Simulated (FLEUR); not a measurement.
# W/1 ML V on W(001), 2 substrate layers: from one collinear state to anisotropy and Dzyaloshinskii–Moriya interaction

Wanted: anisotropy and Dzyaloshinskii–Moriya interaction for W/1 ML V on W(001), 2 substrate layers, with the cost of each step.

Main program and level: FLEUR MaX-R8.1; LDA (VWN); all-electron FLAPW film, Dirac cores, scalar-relativistic bands.

## (1) Starting point

The cell holds 4 atoms: 3 W and 1 V. Its edges and angles: a = 3.165 Å, b = 3.165 Å, c = 18.641 Å, α = 90.0°, β = 90.0°, γ = 90.0°. Pseudomorphic film on a typed substrate lattice, hard-sphere layer spacings, unrelaxed. Vacuum lies along c.

The settings of this session are cheaper than careful work needs (see the inputs), so it shows what such settings give, not the properties of the crystal.

## (2) The magnetic state

The force theorems are single passes in this state's potential, so it has to be converged first.

No symmetry is used, so that later steps may turn the spins freely; k and −k are joined. FLEUR takes the sheet as a true film: the images along c are dropped, heights are typed in bohr, and the vacuum on both sides is semi-infinite. inpgen writes inp.xml from crystal.txt; cutoffs, mixing, functional, smearing and local orbitals are then set in the file. The k list scf (kpts.xml, not shown) is a Γ-centred 6×6×1 mesh; where the ranks do not divide the number of points, some are split in two of half the weight.

Contents of inp.xml:

```
<?xml version="1.0" encoding="UTF-8" standalone="no"?>
<fleurInput fleurInputVersion="0.39">
   <comment>
      VW3
   </comment>
   <calculationSetup>
      <cutoffs Kmax="3.6" Gmax="10.8" GmaxXC="10.8" numbands="0"/>
      <scfLoop itmax="120" minDistance="0.00002" maxIterBroyd="15" imix="Anderson" alpha="0.03" precondParam="0.0" spinf="2.0" sdNocoIR="T"/>
      <coreElectrons ctail="F" frcor="F" kcrel="0" coretail_lmax="0"/>
      <xcFunctional name="vwn" relativisticCorrections="F"/>
      <magnetism jspins="2" l_noco="F" l_ss="F">
         <qss>0.0 0.0 0.0</qss>
         <mtNocoParams l_mperp="F" l_mtNocoPot="F" l_relaxSQA="F" mag_mixing_scheme="0" mix_RelaxWeightOffD="1.0" l_constrained="F" mix_constr="1.0"/>
         <sourceFreeMag l_sourceFree="F" l_scaleMag="F" mag_scale="1.0"/>
      </magnetism>
      <soc l_soc="F" theta="0.0" phi="0.0" spav="F"/>
      <expertModes spex="0" secvar="F"/>
      <geometryOptimization l_f="F" forcealpha="1.0" forcemix="BFGS" epsdisp="0.00001" epsforce="0.00001"/>
      <ldaU l_linMix="F" mixParam="0.05" spinf="1.0"/>
   </calculationSetup>
   <cell>
      <bzIntegration valenceElectrons="55.0" mode="hist" fermiSmearingEnergy="0.00110248">
         <kPointListSelection listName="scf"/>
         <xi:include xmlns:xi="http://www.w3.org/2001/XInclude" href="kpts.xml"> </xi:include>
      </bzIntegration>
      <xi:include xmlns:xi="http://www.w3.org/2001/XInclude" href="sym.xml"> </xi:include>
      <filmLattice scale="1.0" dVac="14.43" dTilda="16.93">
         <bravaisMatrixFilm>
            <row-1>    5.9803973692603734     0.0000000000000000</row-1>
            <row-2>    0.0000000000000000     5.9803973692603734</row-2>
         </bravaisMatrixFilm>
         <vacuumEnergyParameters vacuum="1" spinUp="-.25" spinDown="-.25"/>
         <vacuumEnergyParameters vacuum="2" spinUp="-.25" spinDown="-.25"/>
      </filmLattice>
   </cell>
   <atomSpecies>
      <species name="Tungsten (1.001" element="W" atomicNumber="74">
         <mtSphere radius="2.43" gridPoints="803" logIncrement="0.017"/>
         <atomicCutoffs lmax="12" lnonsphr="8"/>
         <electronConfig flipSpins="F">
            <coreConfig>(1s1/2) (2s1/2) (2p1/2) (2p3/2) (3s1/2) (3p1/2) (3p3/2) (4s1/2) (3d3/2) (3d5/2) (4p1/2) (4p3/2) (4d3/2) (4d5/2) (4f5/2) (4f7/2)</coreConfig>
            <valenceConfig>(5s1/2) (5p1/2) (5p3/2) (6s1/2) (5d3/2) (5d5/2)</valenceConfig>
            <stateOccupation state="(5d3/2)" spinUp="0.8" spinDown="0.8"/>
            <stateOccupation state="(5d5/2)" spinUp="1.7005" spinDown="0.6995"/>
         </electronConfig>
         <energyParameters s="6" p="6" d="5" f="5"/>
         <lo type="SCLO" l="0" n="5" eDeriv="0"/>
         <lo type="SCLO" l="1" n="5" eDeriv="0"/>
      </species>
      <species name="Vanadium (1.500" element="V" atomicNumber="23">
         <mtSphere radius="2.43" gridPoints="803" logIncrement="0.015"/>
         <atomicCutoffs lmax="12" lnonsphr="8"/>
         <electronConfig flipSpins="F">
            <coreConfig>(1s1/2) (2s1/2) (2p1/2) (2p3/2)</coreConfig>
            <valenceConfig>(3s1/2) (3p1/2) (3p3/2) (4s1/2) (3d3/2) (3d5/2)</valenceConfig>
            <stateOccupation state="(3d3/2)" spinUp="0.6" spinDown="0.6"/>
            <stateOccupation state="(3d5/2)" spinUp="1.65" spinDown="0.15"/>
         </electronConfig>
         <energyParameters s="4" p="4" d="3" f="4"/>
         <lo type="SCLO" l="0" n="3" eDeriv="0"/>
         <lo type="SCLO" l="1" n="3" eDeriv="0"/>
      </species>
   </atomSpecies>
   <atomGroups>
      <atomGroup species="Tungsten (1.001">
         <filmPos label="                   1">.0000000000 .0000000000 -4.3848022369</filmPos>
         <force calculate="T" relaxXYZ="TTT"/>
         <nocoParams  alpha="0.0" beta="0.0"/>
      </atomGroup>
      <atomGroup species="Tungsten (1.001">
         <filmPos label="                   2">1.000/2.000 1.000/2.000 -1.3946247528</filmPos>
         <force calculate="T" relaxXYZ="TTT"/>
         <nocoParams  alpha="0.0" beta="0.0"/>
      </atomGroup>
      <atomGroup species="Vanadium (1.500">
         <filmPos label="                   3">.0000000000 .0000000000 1.4950887420</filmPos>
         <force calculate="T" relaxXYZ="TTT"/>
         <nocoParams  alpha="0.0" beta="0.0"/>
      </atomGroup>
      <atomGroup species="Tungsten (1.001">
         <filmPos label="                   4">1.000/2.000 1.000/2.000 4.3848022369</filmPos>
         <force calculate="T" relaxXYZ="TTT"/>
         <nocoParams  alpha="0.0" beta="0.0"/>
      </atomGroup>
   </atomGroups>
   <output dos="F" band="F" slice="F">
      <bandDOS minEnergy="-.5*Htr" maxEnergy="0.5*Htr" sigma="0.015" storeEVData="T"/>
      <plotting iplot="0" polar="F">
         <plot TwoD="T" vec1="  1.0  0.0  0.0" vec2="  0.0  1.0  0.0" vec3="  0.0  0.0  1.0" zero="  0.0  0.0 -0.5" file="plot"/>
      </plotting>
      <moessbauerParams electricFieldGradient="F" isomerShift="F" coreHyperfine="F" valenceHyperfine="F"/>
   </output>
</fleurInput>
```

Contents of crystal.txt:

```
VW3
&input film=T cartesian=F /
3.16469000000  0.00000000000  0.00000000000
0.00000000000  3.16469000000  0.00000000000
0.00000000000  0.00000000000  1.00000000000
1.8897261246
1.0 1.0 1.0

4
74 0.00000000000  0.00000000000  -4.38480223690 : 1.001
74 0.50000000000  0.50000000000  -1.39462475285 : 1.001
23 0.00000000000  0.00000000000  1.49508874202 : 1.500
74 0.50000000000  0.50000000000  4.38480223690 : 1.001

&kpt div1=6 div2=6 div3=1 gamma=T /
```

Started as:

```bash
> OMP_NUM_THREADS=1 inpgen -f crystal.txt -nosym -noco > inpgen.log  # inp.xml is then edited as shown
> OMP_NUM_THREADS=1 mpirun -n 4 fleur_MPI > fleur.log
```

The program printed:

```text
Welcome to FLEUR        (www.flapw.de)
      MaX-Release 8.1          (www.max-centre.eu)

 ========== k-point set info ==========
 Selected k-point list: scf
 k-point list type: mesh
 0 x 0 x 0
 Number of k points: 20

 ------------Calculation Setup---------------------------
 Number of MPI-tasks      :            4
 Number of PE/node        :            4
 Number of OMP-threads    :            1
 k-points in parallel     :            4
 pe's per k-point         :            1
 No of k-point loops      :            5
 Eigenvalue solver        :       lapack
 Number of basis functions:          512
 Approximate size of matrices (H+S) per k-point:         0.008 GB
 --------------------------------------------------------
 Iteration:     1   Distance:      24.78609869 me/bohr^3
 Iteration:     2   Distance:      14.12396823 me/bohr^3
 Iteration:     3   Distance:      12.68458820 me/bohr^3
 Iteration:     4   Distance:      12.68911057 me/bohr^3
 Iteration:     5   Distance:       9.94953169 me/bohr^3
 Iteration:     6   Distance:       7.71509776 me/bohr^3
 Iteration:     7   Distance:      10.91962122 me/bohr^3
 Iteration:     8   Distance:       6.22088972 me/bohr^3
 Iteration:     9   Distance:       5.09690569 me/bohr^3
 Iteration:    10   Distance:       4.07602736 me/bohr^3
[... 46 iterations left out ...]
 Iteration:    57   Distance:       0.00010450 me/bohr^3
 Iteration:    58   Distance:       0.00014469 me/bohr^3
 Iteration:    59   Distance:       0.00010591 me/bohr^3
 Iteration:    60   Distance:       0.00010593 me/bohr^3
 Iteration:    61   Distance:       0.00009442 me/bohr^3
 Iteration:    62   Distance:       0.00006758 me/bohr^3
 Iteration:    63   Distance:       0.00004943 me/bohr^3
 Iteration:    64   Distance:       0.00002386 me/bohr^3
 Iteration:    65   Distance:       0.00002115 me/bohr^3
 Iteration:    66   Distance:       0.00001266 me/bohr^3

 ********************************************************************
 Run finished successfully
 Stop message:
   all done
 ********************************************************************

--- out.xml (last complete iteration) ---
<iteration numberForCurrentRun="   66" overallNumber="   66">
         [... left out ...]
         <bandgap value="0.0000000000" units="eV"/>
         <sumValenceSingleParticleEnergies value="-64.9326151797" units="Htr"/>
         <FermiEnergy value="-0.1608893743" units="Htr"/>
         <valenceDensity>
            <mtCharges spin="1">
               <mtCharge atomType="1" total="5.8405688" s="1.1807753" p="3.0373864" d="1.6082608" f="0.0116496"/>
               <mtCharge atomType="2" total="5.8795582" s="1.1882558" p="3.1014855" d="1.5666052" f="0.0192943"/>
               <mtCharge atomType="3" total="5.9673961" s="1.1726997" p="3.1731101" d="1.5991337" f="0.0180867"/>
               <mtCharge atomType="4" total="5.9090709" s="1.1846208" p="3.0305730" d="1.6838716" f="0.0083478"/>
            </mtCharges>
            <mtCharges spin="2">
               <mtCharge atomType="1" total="5.7938422" s="1.1796779" p="3.0365335" d="1.5636772" f="0.0114811"/>
               <mtCharge atomType="2" total="5.8800714" s="1.1887657" p="3.1013137" d="1.5677469" f="0.0185030"/>
               <mtCharge atomType="3" total="5.8538757" s="1.1720188" p="3.1696535" d="1.4914842" f="0.0168616"/>
               <mtCharge atomType="4" total="5.6511777" s="1.1804189" p="3.0264486" d="1.4356168" f="0.0072078"/>
            </mtCharges>
            <spinDependentCharge spin="1" total="27.7726564" interstitial="3.9863351" mtSpheres="23.5965940" vacuum1="0.0976826" vacuum2="0.0920448"/>
            <spinDependentCharge spin="2" total="27.2273439" interstitial="3.8717922" mtSpheres="23.1789669" vacuum1="0.0851063" vacuum2="0.0914785"/>
            <totalCharge value="55.0000002752"/>
         </valenceDensity>
         [... left out ...]
         <allElectronCharges>
            <spinDependentCharge spin="1" total="122.7726564" interstitial="3.9991366" mtSpheres="118.5837924" vacuum1="0.0976826" vacuum2="0.0920448"/>
            <spinDependentCharge spin="2" total="122.2273439" interstitial="3.8845300" mtSpheres="118.1662292" vacuum1="0.0851063" vacuum2="0.0914785"/>
            <totalCharge value="245.0000003090"/>
         </allElectronCharges>
         <magneticMomentsInMTSpheres units="muBohr">
            <globalMagMoment atomType="1" vec="0.00000   0.00000   0.04672"/>
            <localMagMoment atomType="1" vec="0.00000   0.00000   0.04672"/>
            <globalMagMoment atomType="2" vec="0.00000   0.00000  -0.00051"/>
            <localMagMoment atomType="2" vec="0.00000   0.00000  -0.00051"/>
            <globalMagMoment atomType="3" vec="0.00000   0.00000   0.11352"/>
            <localMagMoment atomType="3" vec="0.00000   0.00000   0.11352"/>
            <globalMagMoment atomType="4" vec="0.00000   0.00000   0.25784"/>
            <localMagMoment atomType="4" vec="0.00000   0.00000   0.25784"/>
         </magneticMomentsInMTSpheres>
         <moessbauerParams unitsHFF="kG" unitsIS="e/bohr^3" unitsEFG="Htr/bohr^2">
         </moessbauerParams>
         <totalEnergy value="   -49417.4909327840" units="Htr">
            <sumOfEigenvalues value="   -30357.9938170834">
               <coreElectrons value="-30293.0612019038"/>
               <valenceElectrons value="-64.9326151797"/>
            </sumOfEigenvalues>
            <densityCoulombPotentialIntegral value="-84601.0345209805"/>
            <densityEffectivePotentialIntegral value="-85916.2231264059"/>
            <chargeDenXCDenIntegral value="-990.9722071605"/>
            <FockExchangeEnergyValence value="0.0000000000"/>
            <FockExchangeEnergyCore value="0.0000000000"/>
            <atomTypeDependentContributions atomType="1">
               <electronNucleiInteractionDifferentMTs value="20158.0973385333"/>
               <MadelungTerm value="-26.7180137915"/>
            </atomTypeDependentContributions>
            <atomTypeDependentContributions atomType="2">
               <electronNucleiInteractionDifferentMTs value="20160.2656027233"/>
               <MadelungTerm value="-24.9036509722"/>
            </atomTypeDependentContributions>
            <atomTypeDependentContributions atomType="3">
               <electronNucleiInteractionDifferentMTs value="1126.1610417065"/>
               <MadelungTerm value="-3.4544583200"/>
            </atomTypeDependentContributions>
            <atomTypeDependentContributions atomType="4">
               <electronNucleiInteractionDifferentMTs value="20156.6907144195"/>
               <MadelungTerm value="-27.9399539894"/>
            </atomTypeDependentContributions>
            <tkbTimesEntropy value="0.0009363993"/>
            <freeEnergy value="-49417.4918691833"/>
            <extrapolationTo0K value="-49417.4914009837"/>
         </totalEnergy>
         <densityConvergence units="me/bohr^3">
            <chargeDensity spin="1" distance="0.0000058906"/>
            <chargeDensity spin="2" distance="0.0000106912"/>
            <overallChargeDensity distance="0.0000117329"/>
            <spinDensity distance="0.0000126626"/>
         </densityConvergence>
      </iteration>
```

It took 7 min on 4 MPI ranks of Arm Neoverse V1, shared host; peak memory 1.6 GiB.

Spin moment in the muffin-tin sphere by atom:

```
atom  spin moment in the muffin-tin sphere (μB)
  W1                                      0.047
  W2                                     -0.001
  V3                                      0.114
  W4                                      0.258
```

Read from the output:

```
free energy                                                       : -1344718.4586 eV
program's band gap on this mesh (in a metal only a level spacing) : 0 eV
magnetization                                                     : 0.5453 μB
final state                                                       : ferromagnetic
```

The typed pattern was not kept: a seeded moment turned or collapsed.

After 66 cycles the largest moment stands at 0.258 μB.

## (3) Energy against the direction of the moments

Anisotropy is a small difference, so it is taken from sums over occupied states at a frozen potential, where most errors cancel.

One pass with spin–orbit coupling for each direction, from the saved density. The k list mae (kpts.xml, not shown) is a Γ-centred 20×20×1 mesh.

Changes to inp.xml since step 2:

```diff
@@ -6,4 +6,4 @@
    <calculationSetup>
-      <cutoffs Kmax="3.6" Gmax="10.8" GmaxXC="10.8" numbands="0"/>
-      <scfLoop itmax="120" minDistance="0.00002" maxIterBroyd="15" imix="Anderson" alpha="0.03" precondParam="0.0" spinf="2.0" sdNocoIR="T"/>
+      <cutoffs Kmax="3.6" Gmax="10.8" GmaxXC="10.8" numbands="151"/>
+      <scfLoop itmax="1" minDistance="0.00002" maxIterBroyd="15" imix="Anderson" alpha="0.03" precondParam="0.0" spinf="2.0" sdNocoIR="T"/>
       <coreElectrons ctail="F" frcor="F" kcrel="0" coretail_lmax="0"/>
@@ -15,3 +15,3 @@
       </magnetism>
-      <soc l_soc="F" theta="0.0" phi="0.0" spav="F"/>
+      <soc l_soc="T" theta="0.0" phi="0.0" spav="F"/>
       <expertModes spex="0" secvar="F"/>
@@ -22,3 +22,3 @@
       <bzIntegration valenceElectrons="55.0" mode="hist" fermiSmearingEnergy="0.00110248">
-         <kPointListSelection listName="scf"/>
+         <kPointListSelection listName="mae"/>
          <xi:include xmlns:xi="http://www.w3.org/2001/XInclude" href="kpts.xml"> </xi:include>
@@ -92,2 +92,5 @@
    </output>
+   <forceTheorem>
+      <MAE theta="0.0 1.5707963 1.5707963" phi="0.0 0.0 1.5707963"/>
+   </forceTheorem>
 </fleurInput>
```

Started as:

```bash
> OMP_NUM_THREADS=1 mpirun -n 4 fleur_MPI -warn_only > fleur.log
```

The program printed:

```text
[banner, memory and clock lines left out]
Welcome to FLEUR        (www.flapw.de)
      MaX-Release 8.1          (www.max-centre.eu)

 ========== k-point set info ==========
 Selected k-point list: mae
 k-point list type: mesh
 0 x 0 x 0
 Number of k points: 400

 [... set-up left out ...]
 ********************************************************************
 Run finished successfully
 Stop message:
   Forcetheorem MAE
 ********************************************************************

--- out.xml (force theorem) ---
<Forcetheorem_MAE Angles="3" units="Htr">
            <Angle theta="0.0000000" phi="0.0000000" ev-sum="-65.030460869"/>
            <Angle theta="1.5707963" phi="0.0000000" ev-sum="-65.030419756"/>
            <Angle theta="1.5707963" phi="1.5707963" ev-sum="-65.030419756"/>
         </Forcetheorem_MAE>
```

It took 6.4 min on 4 MPI ranks; peak memory 2.6 GiB.

Anisotropy energies, by row:

```
axis  x  y  z  band energy less the first axis' (meV a cell)
   z  0  0  1                                              0
   x  1  0  0                                          1.119
   y  0  1  0                                          1.119
```

Shape anisotropy is not in these numbers.

(Part 1 of 2 ends here.)

[Logs and program files are shortened in this print: banners, set-up blocks, solver, clock and traceback lines can be left out without a mark of their own.]

[Logs are printed without paths, hosts, clocks, repeated set-up lines and the standing remarks that a program may print on its own settings, such as how far it seeks lower states.]

[Hosts, paths, dates, database ids (printed as entryN), source tags and the programs' standing remarks are cut or masked in the printed files.]

[Where a cell is said to come from a database of computed structures, the database is the Materials Project.]
